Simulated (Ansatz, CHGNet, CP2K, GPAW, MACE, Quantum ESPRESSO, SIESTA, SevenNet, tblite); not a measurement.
## Random wurtzite alloy of AlN and GaN (72 atoms): runs against a plane-wave reference

The cell holds 72 atoms: 22 Ga, 36 N and 14 Al. Its edges and angles: a = 9.477 Å, b = 9.477 Å, c = 10.212 Å, α = 90.0°, β = 90.0°, γ = 120.0°. It derives from AlN (wurtzite), repeated 3×3×2. Wurtzite AlN, 3 x 3 x 2 conventional cells, 22 of 36 Al sites given to Ga at random (x = 0.611), lattice by Vegard's rule (a = 3.159 Å, c = 5.106 Å); not relaxed, displaced by a Gaussian of 0.02 Å. Then every atom was moved at random, 0.02 Å r.m.s. a Cartesian component.

Geometry: as built.

The reference, a calculation:

```
method                                           : Kohn-Sham DFT, PBE, PAW, plane waves (Ansatz 0.2.0); cutoff 420 eV, Γ point, fermi-dirac smearing of 0.05 eV; PAW set soft_2
r.m.s. force component                           : 0.7435 eV/Å
longest force                                    : 3.118 eV/Å
pressure                                         : 6.056 GPa
gap (highest filled to lowest empty level) : 2.644 eV
SCF cycles                                       : 8
time                                             : 11 s on 4 threads of Arm Neoverse V1, shared host
CPU time                                         : 39 s
```

**Question.** The same geometry is run in other programs. How far does each lie from the reference, and what does it cost?
- GPAW PBE, LCAO dzp, h 0.18 Å (GPAW 26.7.0; 1 thread)
- QE PBE, sssp-1.3.0-efficiency, 60/480 Ry (Quantum ESPRESSO 7.5; 2 MPI ranks)
- SIESTA PBE, DZP, shift 0.01 Ry, mesh 500 Ry (SIESTA 5.4.2; 2 MPI ranks)
- tblite GFN1-xTB (tblite 0.8.0; 1 thread)
- CP2K PBE, SZV-MOLOPT-SR, 800/50 Ry, OT CG (CP2K 2026.2; 2 threads)
- GPAW PBE, LCAO sz(dzp), h 0.18 Å (GPAW 26.7.0; 1 thread)
- CP2K PBE, SZV-MOLOPT-SR, 800/50 Ry, TRS4 filter 1e-04, SCF 1e-05 (CP2K 2026.2; 2 threads)
- CHGNet 0.3.0 potential (CHGNet 0.3.0; 1 thread)
- CP2K PBE, SZV-MOLOPT-SR, 800/50 Ry, TRS4 filter 1e-07, SCF 1e-07 (CP2K 2026.2; 2 threads)
- SevenNet 0 potential (SevenNet 0; 1 thread)

Differences are against the plane-wave reference, forces as r.m.s. over components; share is that over the reference's r.m.s. force, slope the least-squares factor from reference forces to these. Total energies of different programs have different zeros and aren't compared.

| run | Δ force, r.m.s. (meV/Å) | share (%) | slope | Δ pressure (GPa) | Δ gap (eV) | cores | CPU time | memory (GiB) |
| --- | --- | --- | --- | --- | --- | --- | --- | --- |
| reference | - | - | - | - | - | 4 | 39 s | 1.1 |
| GPAW PBE, LCAO dzp, h 0.18 Å | 329 | 44.3 | 1.375 | - | 0.0124 | 1 | 5.6 min | 1.3 |
| QE PBE, sssp-1.3.0-efficiency, 60/480 Ry | 15.4 | 2.07 | 1.019 | -0.336 | 0.0184 | 2 | 16 min | 2.5 |
| SIESTA PBE, DZP, shift 0.01 Ry, mesh 500 Ry | 58.3 | 7.85 | 1.062 | 2.23 | 0.0823 | 2 | 12 min | 2.6 |
| tblite GFN1-xTB | 304 | 40.9 | 0.719 | 14.2 | - | 1 | 7.7 s | 0.12 |
| CP2K PBE, SZV-MOLOPT-SR, 800/50 Ry, OT CG (coarse) | 248 | 33.4 | 1.133 | 9.38 | 0.0931 | 2 | 16 min | 1.8 |
| GPAW PBE, LCAO sz(dzp), h 0.18 Å (coarse) | 344 | 46.3 | 1.425 | - | 0.0376 | 1 | 65 s | 0.95 |
| CP2K PBE, SZV-MOLOPT-SR, 800/50 Ry, TRS4 filter 1e-04, SCF 1e-05 (coarse) | 270 | 36.3 | 1.155 | 9.88 | - | 2 | 89 s | 1.8 |
| CHGNet 0.3.0 potential | 191 | 25.7 | 0.755 | -1.33 | - | 1 | 4.1 s | 0.89 |
| CP2K PBE, SZV-MOLOPT-SR, 800/50 Ry, TRS4 filter 1e-07, SCF 1e-07 (coarse) | 250 | 33.6 | 1.135 | 9.38 | - | 2 | 2.9 min | 1.8 |
| SevenNet 0 potential | 73.5 | 9.88 | 0.929 | -0.856 | - | 1 | 9.7 s | 0.95 |

Rows marked coarse were listed beforehand as settings not expected to be converged; some can still land near the reference.

Times of the machine-learned potentials are mostly Python's start and the loading of weights.

CPU time is summed over cores on a shared host, where runs went side by side, so it is rough. Symmetry, cutoffs, thresholds, outputs and thread counts weren't matched or tuned between programs; memory under MPI is the largest rank's times the ranks.

PBE on plane waves or a grid with other potentials, cutoffs or grids, coarse settings apart, differs from the reference by 2.1 % (QE PBE, sssp-1.3.0-efficiency, 60/480 Ry) of the r.m.s. force; this holds the reference's own error, so differences of a few per cent don't tell which side is nearer the exact PBE result (QE's 60 Ry are 816 eV, against the reference's 420 eV). The PBE runs in local orbitals, coarse settings apart, differ by 7.8 % (SIESTA PBE, DZP, shift 0.01 Ry, mesh 500 Ry) to 44 % (GPAW PBE, LCAO dzp, h 0.18 Å); basis, grid and potentials can all enter. Tight binding differs by 41 % (tblite GFN1-xTB); it is another model, with fitted parameters of its own, and the xTB methods hold dispersion. Machine-learned potentials differ by 9.9 % (SevenNet 0 potential) to 26 % (CHGNet 0.3.0 potential); they were trained on other programs' data. Among those trained on PBE data the slope goes as low as 0.76, which softening far from their training structures can give, though the reference's k-sampling is untested too. Periodic xTB results under one method name differ between programs and library versions. Machine-learned potentials mimic data converged in k, so the reference's own k-point error enters their differences. The electronic-structure runs sample only Γ, in a cell whose shortest periodic width is 8 Å.

[Logs are printed without paths, hosts, clocks, repeated set-up lines and the standing remarks that a program may print on its own settings, such as how far it seeks lower states.]

[Hosts, paths, dates, database ids (printed as entryN), source tags and the programs' standing remarks are cut or masked in the printed files.]
